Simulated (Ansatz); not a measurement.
# linear Ge chain under tension and compression

Does stretching change the magnetism or the channel count of the linear Ge chain?

Calculated with Ansatz 0.2.0; DFT PBE, plane waves, PAW; relaxation of a chain's period, in the first sound run; inputs show where later runs differ.

### 1. Set-up

The cell holds 1 atom: 1 Ge. Its edges and angles: a = 7.500 Å, b = 7.500 Å, c = 2.232 Å, α = 90.0°, β = 90.0°, γ = 90.0°. Vacuum lies along a and b. The structure's axis is c.

### 2. Relaxation of atoms and period

Band widths follow the bond lengths, so the chain is relaxed first. The atoms and the third cell vector are free; the box across stays fixed as vacuum. Moments are seeded so that a magnetic state can form if it lies lower. A Fermi-Dirac smearing is set since the result may be a metal. The pressure printed is a third of the stress's trace over the whole box, vacuum included; only the stress along the axis is relaxed.

input.yaml reads:

```yaml
crystal:
  lattice:
    - [7.5, 0.0, 0.0]
    - [0.0, 7.5, 0.0]
    - [0.0, 0.0, 2.232]
  atoms:
    - { symbol: Ge, position: [0.5, 0.5, 0.0], spin: 0.3 }
magnetization:
  spin_polarized: true
kpoints:
  mp_grid: { grid: [1, 1, 36] }
scf:
  occupations: { method: fermi_dirac, width: 0.05 }
hamiltonian:
  xc: pbe
relax:
  cell: { fix: [a, b, alpha, beta, gamma] }
  max_steps: 60
```

Run with:

```
$ ansatz run input.yaml --threads 4 --pin off --max-ram 8192MiB --backend cpu --events-out ev --progress --plain --runs-dir out
```

Numbers of over 12 decimals in the logs are rounded to 6 here.

Log:

```text
Engine: ansatz 0.2.0, aarch64-unknown-linux-gnu
Pseudopotentials: kind: paw
Pseudopotential: Ge, paw, valence charge 14, recommended cutoff 420 eV (normal), Ge.paw.azcp
Functional definition: PBE
  parameter kappa = 0.804
  parameter beta = 0.066725
  exchange = pbe_x(kappa = kappa, mu = beta*pi^2/3)
  correlation = pbe_c(beta = beta)
Crystal: 1 atoms, lattice volume = 125.550 Å³
Basis set: ecut = 420 eV, 2463 PW (Γ), exchange–correlation on 108×108×30 points (8 copies of the dense FFT grid, shifted against one another)
Bands: 12, of which v1, the nominal top of the filled ones, is band 7 counted from 1 (6 counted from 0)
Symmetry: 16 space group operations
Space group: P4/mmm (ITA 123), of the structure as read, at distance tolerance 5.0e-5 Å
Magnetic group: BNS 123.339 (UNI 999), of the structure as read, at distance tolerance 5.0e-5 Å
k-points: 19 of 36
Non-local potential: Ge, projectors of the file, l = 0: 2, l = 1: 2, l = 2: 3, l = 3: 1
PAW form: soft (Blöchl's): semilocal exchange-correlation on the pseudo side does not see the compensation charge
PAW one-centre angular grid: Ge, 590 points (default); XC on 64 Gauss nodes
Initial density: superposition of atomic densities (neutral atoms: chi_scale 0, normalization atom)
Starting moments: Σ|m| = 0.3 μB on 1 of 1 site
Initial wavefunctions: pseudopotential atomic-orbital guess
Functional: x = pbe(κ = 0.804, μ = 0.219515), c = pbe(β = 0.066725)
iter 1 solved again at ethr=1.69e-3 eV; its pass at ethr=3.10e-3 eV (dr2=2.36e-1 eV) is discarded
SCF iter   1: F=—  HF=-4293.416451 eV  |F-HF|=—  |Δ(HF+E_count)|=         —  Δρ=1.36e-2 (↑1.34e-2 ↓1.36e-2)  dr2=2.40e-1  dr2_m=1.74e-1  M=0.038 μB ∫|m|=0.038 μB  β_m=0.30  ethr=1.69e-3  ⟨swp⟩=1.0  Hψ=3553  notcnv=0
preconditioner: auto → Resta (q_TF=auto, 1.893 Å⁻¹)  ε∞=1.4  [insulator: Δε(μ)=0.273 eV  Ē_g=10.599 eV  σ=0.050 eV  W_gap=0.64  n_scr=20 (ndim 8)  ℏωp=6.6 eV  f_vac=0.652  D(μ)=0.84/eV (n_scr^D=4)  ε∞_Penn≈1.4  vacuum switching on, ρ_ref=8.1e-3 e/Å³]
spin=Collinear: Resta preconditioning applied to the charge; magnetization (m = ρ↑ − ρ↓) channel mixes plain (no charge-response kernel on spin).
SCF iter   2: F=—  HF=-4293.368333 eV  |F-HF|=—  |Δ(HF+E_count)|=   4.81e-2  Δρ=9.49e-3 (↑9.30e-3 ↓9.49e-3)  dr2=9.28e-2  dr2_m=8.71e-2  M=0.035 μB ∫|m|=0.035 μB  β_m=0.30  ethr=1.69e-3  ⟨swp⟩=2.0  Hψ=616  notcnv=0
SCF iter   3: F=—  HF=-4293.342509 eV  |F-HF|=—  |Δ(HF+E_count)|=   2.58e-2  Δρ=6.38e-3 (↑6.01e-3 ↓6.38e-3)  dr2=2.26e-3  dr2_m=4.34e-2  M=0.027 μB ∫|m|=0.027 μB  β_m=0.30  ethr=6.63e-4  ⟨swp⟩=2.6  Hψ=805  notcnv=0
SCF iter   4: F=—  HF=-4293.344402 eV  |F-HF|=—  |Δ(HF+E_count)|=   1.89e-3  Δρ=4.51e-3 (↑4.19e-3 ↓4.51e-3)  dr2=5.27e-4  dr2_m=2.16e-2  M=0.022 μB ∫|m|=0.022 μB  β_m=0.30  ethr=1.61e-5  ⟨swp⟩=2.0  Hψ=719  notcnv=0  defer=2
SCF iter   5: F=—  HF=-4293.345379 eV  |F-HF|=—  |Δ(HF+E_count)|=   9.77e-4  Δρ=3.12e-3 (↑2.99e-3 ↓3.12e-3)  dr2=2.08e-5  dr2_m=1.07e-2  M=0.018 μB ∫|m|=0.018 μB  β_m=0.30  ethr=3.76e-6  ⟨swp⟩=2.6  Hψ=685  notcnv=0  defer=2
SCF iter   6: F=—  HF=-4293.345903 eV  |F-HF|=—  |Δ(HF+E_count)|=   5.24e-4  Δρ=2.16e-3 (↑2.16e-3 ↓2.16e-3)  dr2=1.25e-6  dr2_m=5.35e-3  M=0.014 μB ∫|m|=0.014 μB  β_m=0.30  ethr=1.49e-7  ⟨swp⟩=2.2  Hψ=765  notcnv=0  defer=2
SCF iter   7: F=—  HF=-4293.346187 eV  |F-HF|=—  |Δ(HF+E_count)|=   2.84e-4  Δρ=1.52e-3 (↑1.52e-3 ↓1.52e-3)  dr2=2.89e-7  dr2_m=2.67e-3  M=0.012 μB ∫|m|=0.012 μB  β_m=0.30  ethr=8.96e-9  ⟨swp⟩=2.0  Hψ=786  notcnv=0  defer=2
Mixer restart at iter 7: flushing history
spin-set hold released at iteration 7 (site moments contracting): the magnetisation degrees of freedom join the quasi-Newton model from the next iteration; the mixer history was flushed
SCF iter   8: F=—  HF=-4293.346341 eV  |F-HF|=—  |Δ(HF+E_count)|=   1.54e-4  Δρ=1.08e-3 (↑1.07e-3 ↓1.08e-3)  dr2=1.68e-7  dr2_m=1.33e-3  M=0.009 μB ∫|m|=0.010 μB  β_m=0.65  ethr=2.06e-9  ⟨swp⟩=2.2  Hψ=735  notcnv=0  defer=2
SCF iter   9: F=—  HF=-4293.346535 eV  |F-HF|=—  |Δ(HF+E_count)|=   1.94e-4  Δρ=5.42e-5 (↑5.30e-5 ↓5.42e-5)  dr2=5.85e-8  dr2_m=3.29e-6  M=0.002 μB ∫|m|=0.003 μB  β_m=0.82  ethr=1.20e-9  ⟨swp⟩=3.1  Hψ=806  notcnv=0  defer=2
SCF iter  10: F=—  HF=-4293.346541 eV  |F-HF|=—  |Δ(HF+E_count)|=   6.55e-6  Δρ=2.64e-5 (↑2.64e-5 ↓2.50e-5)  dr2=4.49e-8  dr2_m=7.46e-7  M=0.001 μB ∫|m|=0.001 μB  β_m=0.91  ethr=4.18e-10  ⟨swp⟩=4.6  Hψ=1366  notcnv=0
SCF iter  11: F=—  HF=-4293.346543 eV  |F-HF|=—  |Δ(HF+E_count)|=   1.72e-6  Δρ=9.79e-6 (↑8.35e-6 ↓9.79e-6)  dr2=1.92e-7  dr2_m=3.59e-8  M=0.000 μB ∫|m|=0.000 μB  β_m=0.72  ethr=3.21e-10  ⟨swp⟩=4.4  Hψ=1400  notcnv=0
SCF iter  12: F=—  HF=-4293.346543 eV  |F-HF|=—  |Δ(HF+E_count)|=   2.06e-7  Δρ=1.89e-6 (↑1.89e-6 ↓1.88e-6)  dr2=1.78e-10  dr2_m=4.04e-9  M=0.000 μB ∫|m|=0.000 μB  β_m=0.86  ethr=3.21e-10  ⟨swp⟩=2.2  Hψ=1599  notcnv=0
SCF iter  13: F=-4293.346543 eV  HF=-4293.346543 eV  |F-HF|=1.82e-12  |Δ(HF+E_count)|=   9.51e-9  Δρ=5.79e-8 (↑2.29e-8 ↓5.79e-8)  dr2=3.68e-12  dr2_m=1.58e-12  M=0.000 μB ∫|m|=0.000 μB  ethr=1.27e-12  ⟨swp⟩=3.2  Hψ=1058  notcnv=0
WARN: the starting moments were not kept: the SCF closed with an absolute magnetisation of 9.0e-7 μB, where they sum to 0.3 μB in size (1 site). That is at most 0.1 of that sum. Measured as dr2_m measures the in/out step, that magnetisation stands 2.3e-13 eV from none, at or under the dr2_threshold of 1.0e-7 eV: it is no larger than a step whose dr2_m would equal this threshold. The system may hold no moment; this SC [...]
SCF 1 converged in 13 iterations: F = -4293.346543 eV  dr2 = 3.68e-12
  greatest PAW one-centre occupation: 0.998 electrons in one spin orbital (limit 2), on the Ge atom at site 0 (counted from 0), in its partial waves of l = 2
relax step   1: F+E_penalty+E_count = -4293.34654263 eV  Δ(F+E_penalty+E_count) = +0.000e0 eV  max|allowed force component| = 0.000e0 eV/Å  Δτ_max = 0.0000 Å  P = +1.355 GPa  Ω = 125.550 Å³  fix = [a, b, alpha, beta, gamma]  reactions: a +0.172, b +0.172 GPa  (13 SCF iters, dr2 threshold 1.00e-7 eV, accepted)
Crystal: 1 atoms, lattice volume = 129.004 Å³
Basis set: ecut = 420 eV, 2511 PW (Γ), exchange–correlation on 108×108×30 points (8 copies of the dense FFT grid, shifted against one another)
Initial density: handed on by an earlier stage of this run
Starting moments: Σ|m| = 0.3 μB on 1 of 1 site; this step starts from the density that it was given
Initial wavefunctions: those handed on with the density
iter 1 solved again at ethr=5.31e-6 eV; its pass at ethr=3.10e-3 eV (dr2=7.43e-4 eV) is discarded
[...]
Basis set: ecut = 420 eV, 2583 PW (Γ), exchange–correlation on 108×108×32 points (8 copies of the dense FFT grid, shifted against one another)
Initial wavefunctions: pseudopotential atomic-orbital guess (no wavefunctions were taken with the density)
iter 1 solved again at ethr=1.05e-6 eV; its pass at ethr=3.10e-3 eV (dr2=1.47e-4 eV) is discarded
SCF iter   1: F=—  HF=-4293.415524 eV  |F-HF|=—  |Δ(HF+E_count)|=         —  Δρ=3.51e-4 (↑3.51e-4 ↓3.51e-4)  dr2=2.73e-5  dr2_m=6.29e-12  M=0.000 μB ∫|m|=0.000 μB  β_m=0.30  ethr=1.05e-6  ⟨swp⟩=2.8  Hψ=3834  notcnv=0
preconditioner: auto → Resta (q_TF=auto, 1.876 Å⁻¹)  ε∞=1.4  [insulator: Δε(μ)=0.318 eV  Ē_g=9.708 eV  σ=0.050 eV  W_gap=0.74  n_scr=20 (ndim 8)  ℏωp=6.5 eV  f_vac=0.674  D(μ)=0.88/eV (n_scr^D=4)  ε∞_Penn≈1.4  vacuum switching on, ρ_ref=6.8e-3 e/Å³]
spin=Collinear: Resta preconditioning applied to the charge; magnetization (m = ρ↑ − ρ↓) channel mixes plain (no charge-response kernel on spin).
SCF iter   2: F=—  HF=-4293.423538 eV  |F-HF|=—  |Δ(HF+E_count)|=   8.01e-3  Δρ=2.45e-4 (↑2.45e-4 ↓2.45e-4)  dr2=7.46e-6  dr2_m=4.27e-12  M=0.000 μB ∫|m|=0.000 μB  β_m=0.43  ethr=1.95e-7  ⟨swp⟩=2.1  Hψ=718  notcnv=0
SCF iter   3: F=—  HF=-4293.433363 eV  |F-HF|=—  |Δ(HF+E_count)|=   9.83e-3  Δρ=1.00e-4 (↑1.00e-4 ↓1.00e-4)  dr2=2.87e-6  dr2_m=1.81e-12  M=0.000 μB ∫|m|=0.000 μB  β_m=0.72  ethr=5.33e-8  ⟨swp⟩=2.4  Hψ=754  notcnv=0
SCF iter   4: F=—  HF=-4293.436231 eV  |F-HF|=—  |Δ(HF+E_count)|=   2.87e-3  Δρ=2.38e-5 (↑2.38e-5 ↓2.38e-5)  dr2=2.78e-7  dr2_m=3.86e-13  M=0.000 μB ∫|m|=0.000 μB  β_m=0.67  ethr=2.05e-8  ⟨swp⟩=3.2  Hψ=939  notcnv=0
SCF iter   5: F=—  HF=-4293.436366 eV  |F-HF|=—  |Δ(HF+E_count)|=   1.35e-4  Δρ=3.64e-6 (↑3.64e-6 ↓3.64e-6)  dr2=1.86e-8  dr2_m=1.30e-13  M=0.000 μB ∫|m|=0.000 μB  β_m=0.62  ethr=1.99e-9  ⟨swp⟩=2.2  Hψ=740  notcnv=0
SCF iter   6: F=—  HF=-4293.436366 eV  |F-HF|=—  |Δ(HF+E_count)|=   4.82e-8  Δρ=8.51e-7 (↑8.51e-7 ↓8.47e-7)  dr2=6.07e-9  dr2_m=6.47e-14  M=0.000 μB ∫|m|=0.000 μB  β_m=0.81  ethr=1.33e-10  ⟨swp⟩=3.0  Hψ=744  notcnv=0
SCF iter   7: F=—  HF=-4293.436366 eV  |F-HF|=—  |Δ(HF+E_count)|=   3.77e-7  Δρ=7.84e-8 (↑7.84e-8 ↓7.65e-8)  dr2=7.23e-11  dr2_m=9.94e-15  M=0.000 μB ∫|m|=0.000 μB  β_m=0.86  ethr=4.34e-11  ⟨swp⟩=2.0  Hψ=540  notcnv=0
SCF iter   8: F=—  HF=-4293.436718 eV  |F-HF|=—  |Δ(HF+E_count)|=   3.52e-4  Δρ=1.34e-6 (↑1.34e-6 ↓1.34e-6)  dr2=2.90e-8  dr2_m=2.53e-15  M=0.000 μB ∫|m|=0.000 μB  β_m=0.86  ethr=1.00e-12  ⟨swp⟩=8.7  Hψ=2166  notcnv=0
SCF iter   9: F=—  HF=-4293.436718 eV  |F-HF|=—  |Δ(HF+E_count)|=   1.01e-9  Δρ=1.32e-6 (↑1.32e-6 ↓1.32e-6)  dr2=2.82e-8  dr2_m=2.47e-15  M=0.000 μB ∫|m|=0.000 μB  β_m=0.62  ethr=1.00e-12  ⟨swp⟩=2.0  Hψ=554  notcnv=0
SCF iter  10: F=—  HF=-4293.436718 eV  |F-HF|=—  |Δ(HF+E_count)|=   2.35e-8  Δρ=1.74e-6 (↑1.74e-6 ↓1.73e-6)  dr2=4.80e-8  dr2_m=4.26e-15  M=0.000 μB ∫|m|=0.000 μB  β_m=0.42  ethr=1.00e-12  ⟨swp⟩=3.0  Hψ=831  notcnv=0
SCF iter  11: F=—  HF=-4293.436718 eV  |F-HF|=—  |Δ(HF+E_count)|=   4.07e-8  Δρ=6.46e-7 (↑6.46e-7 ↓6.44e-7)  dr2=7.06e-9  dr2_m=1.90e-15  M=0.000 μB ∫|m|=0.000 μB  β_m=0.71  ethr=1.00e-12  ⟨swp⟩=3.0  Hψ=814  notcnv=0
SCF iter  12: F=—  HF=-4293.436718 eV  |F-HF|=—  |Δ(HF+E_count)|=   3.27e-9  Δρ=6.92e-7 (↑6.92e-7 ↓6.91e-7)  dr2=7.90e-9  dr2_m=1.85e-15  M=0.000 μB ∫|m|=0.000 μB  β_m=0.78  ethr=1.00e-12  ⟨swp⟩=2.0  Hψ=534  notcnv=0
SCF iter  13: F=—  HF=-4293.436718 eV  |F-HF|=—  |Δ(HF+E_count)|=   8.50e-9  Δρ=2.91e-8 (↑2.91e-8 ↓2.86e-8)  dr2=1.30e-11  dr2_m=2.85e-16  M=0.000 μB ∫|m|=0.000 μB  β_m=0.89  ethr=1.00e-12  ⟨swp⟩=3.0  Hψ=808  notcnv=0
SCF iter  14: F=—  HF=-4293.436718 eV  |F-HF|=—  |Δ(HF+E_count)|=  7.28e-11  Δρ=7.54e-8 (↑7.52e-8 ↓7.54e-8)  dr2=9.15e-11  dr2_m=3.25e-17  M=0.000 μB ∫|m|=0.000 μB  β_m=0.75  ethr=1.00e-12  ⟨swp⟩=6.0  Hψ=1571  notcnv=0  recentre
SCF iter  15: F=—  HF=-4293.436718 eV  |F-HF|=—  |Δ(HF+E_count)|=  3.18e-11  Δρ=6.20e-8 (↑6.18e-8 ↓6.20e-8)  dr2=6.21e-11  dr2_m=3.62e-17  M=0.000 μB ∫|m|=0.000 μB  β_m=0.87  ethr=1.00e-12  ⟨swp⟩=1.0  Hψ=456  notcnv=0
SCF iter  16: F=-4293.436718 eV  HF=-4293.436718 eV  |F-HF|=1.82e-12  |Δ(HF+E_count)|=  6.28e-11  Δρ=4.50e-10 (↑3.81e-10 ↓4.50e-10)  dr2=8.69e-16  dr2_m=2.27e-17  M=0.000 μB ∫|m|=0.000 μB  ethr=1.00e-12  ⟨swp⟩=3.8  Hψ=1702  notcnv=0
the starting moments were not kept: the SCF closed with an absolute magnetisation of 1.3e-8 μB, where they sum to 0.3 μB in size (1 site). That is at most 0.1 of that sum. Measured as dr2_m measures the in/out step, that magnetisation stands 1.6e-17 eV from none, at or under the dr2_threshold of 1.0e-11 eV: it is no larger than a step whose dr2_m would equal this threshold.
SCF 6 converged in 16 iterations: F = -4293.436718 eV  dr2 = 8.69e-16
relax step   6: F+E_penalty+E_count = -4293.43671837 eV  Δ(F+E_penalty+E_count) = -3.362e-4 eV  max|allowed force component| = 0.000e0 eV/Å  Δτ_max = 0.0000 Å  P = +0.128 GPa  Ω = 132.516 Å³  fix = [a, b, alpha, beta, gamma]  reactions: a +0.176, b +0.176 GPa  stress off target by 3.28e-2 GPa on what of the cell is left free  SCF on the basis re-selected at this cell (its energy is not comparable with the rows above)  (16 SCF iters)
basis re-selected at this cell: Δ(F+E_penalty+E_count) = -3.362e-4 eV, ΔP = +0.004 GPa vs the last step (what re-selecting the basis moved, of the pressure what is left beyond the Pulay correction that the steps carried, after the strain that the cell walked since its last selection, with what the two solves' SCF thresholds leave and, on support functions, any second-order correction that the steps lacked; it is no measure of the basis error at this ecutwfc). The dense FFT grid was sized anew with the basis: this SCF ran on 54×54×16 points, the steps before it on 54×54×15, so part of this shift can come from that change (see relax.cell in the input reference). [rest of the remark cut]
SCF converged after 16 iterations
Magnetization: 0.0000 μB (7.0000 up, 7.0000 down)
Absolute magnetization: 0.0000 μB (∫|ρ↑−ρ↓|, with the PAW one-centre terms)
Spin contamination: 0.0000 ħ² per cell (⟨S²⟩ above its minimum at these occupations)
Per-site moments (μB) at R_I (Å): [(2.9442510437377013e-9, 0.971784)]
Free energy (F): -4293.436718 eV
Harris-Foulkes:  -4293.436718 eV  (|F-HF|=1.82e-12)
Internal energy: -4293.429772 eV  (E = F + TS)
E sigma→0 (E₀):  -4293.433245 eV
Entropy (-TS):   -0.006946 eV (-6.946 meV/atom)
Fermi energy:    -2.628102 eV
--- Per-component energies (eV) ---
  E_band       = -297.822684
  E_kinetic    = 109.034560
  E_local      = -4358.501690  (includes V_loc(G=0)·N_el)
  E_nonlocal   = 415.518703
  E_hartree    = 1952.650147
  E_xc         = -73.903563
  E_vxc        = -62.124548  (∫ρ·V_xc dr)
  E_paw        = -2016.611125  (= ΣΔE_a)
  E_vpaw       = -307.050289  (= ΣTr[D̂ρ^β])
  E_aug_tail   = 0.000287  (compensation charges beyond the density's cutoff)
  E_ewald      = -321.617091
  E_smearing   = -0.006946  (= −TS)
  E_closure    = -0.000000  (closes the sum)
  Σ components = -4293.436718   (vs F -4293.436718, Δ=0.00e0)
--- Forces (eV/Å), atoms counted from 1 ---
  atom   1  Ge     0.00000000     0.00000000     0.00000000
  max |Σ_I F_I| component: 1.01e-28 eV/Å
--- Stress (GPa, compression-positive) ---
        0.175700       0.000000       0.000000
        0.000000       0.175700       0.000000
        0.000000       0.000000       0.032804
  P = ⅓ Tr σ = 0.1281 GPa (1.281 kbar)
--- Relaxed structure (5 steps of the walk, 5 accepted, 1 SCFs on fresh bases) ---
  F+E_penalty+E_count = -4293.43671837 eV   max|allowed force component| = 0.000e0 eV/Å   (the final SCF, on the basis selected at the relaxed cell)
  cell:  # Å, volume = 132.5159 Å³
    - [7.5, 0.0, 0.0]
    - [0.0, 7.5, 0.0]
    - [0.0, 0.0, 2.355839]
  atoms:
    - { symbol: Ge, position: [0.5, 0.5, 0.0] }
```

Elapsed: 6.3 s, on 4 threads of Arm Neoverse V2, shared host; peak memory 0.4 GiB; 23 s of CPU time.

Relaxation path:

```csv
step,energy less that of the first step (eV),largest force component (eV/Å),pressure (GPa),volume (Å³)
1,0.0000,0.0000,1.35,125.55
2,-0.0663,0.0000,0.86,129.00
3,-0.0862,0.0000,-0.10,134.14
4,-0.0895,0.0000,0.04,132.99
5,-0.0898,0.0000,0.12,132.52
6*,-0.0902,0.0000,0.13,132.52
```

Relaxation steps marked * repeat the geometry before them on a plane-wave basis chosen anew for their cell, so energy and pressure can jump there.

```csv
cell as run,before,after,change
c (Å),2.232,2.356,+5.5 %
```

Final coordinates:

```xyz
1
Lattice="7.5000 0.0000 0.0000 0.0000 7.5000 0.0000 0.0000 0.0000 2.3558" Properties=species:S:1:pos:R:3
Ge    3.7500    3.7500    0.0000
```

Numbers from this step:

```yaml
energy_at_zero_smearing: -4293.4332 eV
cell_length_along_the_wire: 2.356 Å
```

The cell's length comes to 2.356 Å with no moment.

### 3. At a set period, period over the relaxed period 0.88, k-mesh 1×1×39

This step: DFT PBE, plane waves, PAW; channels and complex bands of a perfect chain (Ansatz 0.2.0).

The period is set to 0.88 times the relaxed one: shorter bonds widen the bands.

The cell differs from the one that the last finished run ended in (c 2.356 → 2.073 Å).

input.yaml, the sections that differ from step 2:

```yaml
crystal:
  lattice:
    - [7.5, 0.0, 0.0]
    - [0.0, 7.5, 0.0]
    - [0.0, 0.0, 2.0731382302]
  atoms:
    - { symbol: Ge, position: [0.5, 0.5, 0.0], spin: 0.3 }
kpoints:
  mp_grid: { grid: [1, 1, 39] }
output:
  transmission:
    e_range: [-2, 2]
    de: 0.035
    kmesh: [1, 1]
    reduced_basis: true
    leads: [[0, 0]]
  stress: true
# magnetization, scf, hamiltonian: as in step 2
# relax: removed
```

Log:

```text
[...]
Crystal: 1 atoms, lattice volume = 116.614 Å³
Basis set: ecut = 420 eV, 2279 PW (Γ)
Bands: 12, of which v1, the nominal top of the filled ones, is band 7 counted from 1 (6 counted from 0)
Symmetry: 16 space group operations
[...]
k-points: 20 of 39
[...]
Starting moments: Σ|m| = 0.3 μB on 1 of 1 site
[...]
SCF iter  13: F=-4292.964770 eV  HF=-4292.964770 eV  |F-HF|=1.46e-11  |Δ(HF+E_count)|=   1.34e-8  Δρ=7.86e-8 (↑7.86e-8 ↓6.91e-8)  dr2=9.86e-13  dr2_m=5.71e-12  M=0.000 μB ∫|m|=0.000 μB  ethr=1.79e-12  ⟨swp⟩=4.0  Hψ=1266  notcnv=0
SCF 1 converged in 13 iterations: F = -4292.964770 eV  dr2 = 9.86e-13
[...]
transmission: 6 of 36 steps passed
transmission: 9 of 36 steps passed
[...]
transmission: 36 of 36 steps passed
SCF converged after 13 iterations
Magnetization: 0.0000 μB (7.0000 up, 7.0000 down)
Absolute magnetization: 0.0000 μB (∫|ρ↑−ρ↓|, with the PAW one-centre terms)
[...]
Per-site moments (μB) at R_I (Å): [(5.43415598027864e-7, 0.855170)]
Free energy (F): -4292.964770 eV
[...]
Internal energy: -4292.958890 eV  (E = F + TS)
E sigma→0 (E₀):  -4292.961830 eV
Entropy (-TS):   -0.005880 eV (-5.880 meV/atom)
Fermi energy:    -2.301014 eV
[...]
--- Stress (GPa, compression-positive) ---
        0.167034       0.000000       0.000000
        0.000000       0.167034       0.000000
        0.000000       0.000000      10.930096
  P = ⅓ Tr σ = 3.7547 GPa (37.547 kbar)
--- Band table (eV; the first three rows and the last of 40) ---
  k-point 0 ↑: bands = [... 3 lower, -26.6531, -26.6531, -13.4996, -4.2684, -4.2684, 0.9812, 2.5575, 3.7799, ... 1 higher]
  k-point 1 ↑: bands = [... 3 lower, -26.6576, -26.6576, -13.4789, -4.2428, -4.2428, 1.0034, 2.5803, 3.8025, ... 1 higher]
  k-point 2 ↑: bands = [... 3 lower, -26.6709, -26.6709, -13.4168, -4.1663, -4.1663, 1.0701, 2.6487, 3.8702, ... 1 higher]
  k-point 19 ↓: bands = [... 3 lower, -26.8179, -26.4049, -6.3040, -3.1807, 3.4752, 3.4752, 6.6283, 6.6283, ... 1 higher]
--- Transmission ---
  basis      : 497 plane waves across, 3 finite elements along
  points     : 1, standing for a mesh of 1 x 1
  filling    : by the input's occupations and mesh, since the crystals that have channels conduct as metals do. If one of these is a semiconductor, that mesh has misplaced its level
  energies   : 115 from -2.000000 to 1.990000 eV about the Fermi level, 0.035000 eV apart; the leads are filled to 0.000000 eV, and channels, transmission and decay are at -0.005000 eV
  crystal 0  : Ge1, at the sites [0, 0], period 2.0731 Å: whole cells are its period
    offset         : up to 0.0000 Å between an atom of the period and one for which it stands
    filled         : 40.2 meV over the level at which it is neutral
    channels       : 3.000000e0 up, 3.000000e0 down
    conductance    : 4.1323e14 S/m² at 300 K; may be off by some 0.0 % by where its bands' edges are placed, 0.0 % from the distance to neutral
```

Wall time 14 s (4 threads); peak memory 0.42 GiB; 46 s of CPU time.

Numbers from this step:

```
energy at zero smearing                                   : -4292.9618 eV
channels at the energy nearest the Fermi level, spin up   : 3
channels at the energy nearest the Fermi level, spin down : 3
conductance of the lead as this run defines it            : 3.000 G₀
band gap                                                  : 0 eV
```

The open channels of the lead by energy, zero at the Fermi level:

```csv
energy (eV),spin up,spin down
-2.000,0,0
-1.895,2,2
-1.790,2,2
-1.685,2,2
-1.615,2,2
-1.510,2,2
-1.405,2,2
-1.300,2,2
-1.195,2,2
-1.090,2,2
-0.985,2,2
-0.915,3,3
-0.810,3,3
-0.705,3,3
-0.600,3,3
-0.495,3,3
-0.390,3,3
-0.285,3,3
-0.215,3,3
-0.110,3,3
-0.005,3,3
0.100,3,3
0.205,3,3
0.310,3,3
0.415,3,3
0.485,3,3
0.590,3,3
0.695,3,3
0.800,3,3
0.905,3,3
1.010,3,3
1.115,3,3
1.185,3,3
1.290,3,3
1.395,3,3
1.500,3,3
1.605,3,3
1.710,3,3
1.815,3,3
1.885,3,3
```

At the computed energy nearest the Fermi level there are 3 spin-up and 3 spin-down channels, and the thermal average gives 3.00 G₀.

(Part 1 of 2 ends here.)

[Logs are printed without paths, hosts, clocks, repeated set-up lines and the standing remarks that a program may print on its own settings, such as how far it seeks lower states.]

[Hosts, paths, dates, database ids (printed as entryN), source tags and the programs' standing remarks are cut or masked in the printed files.]
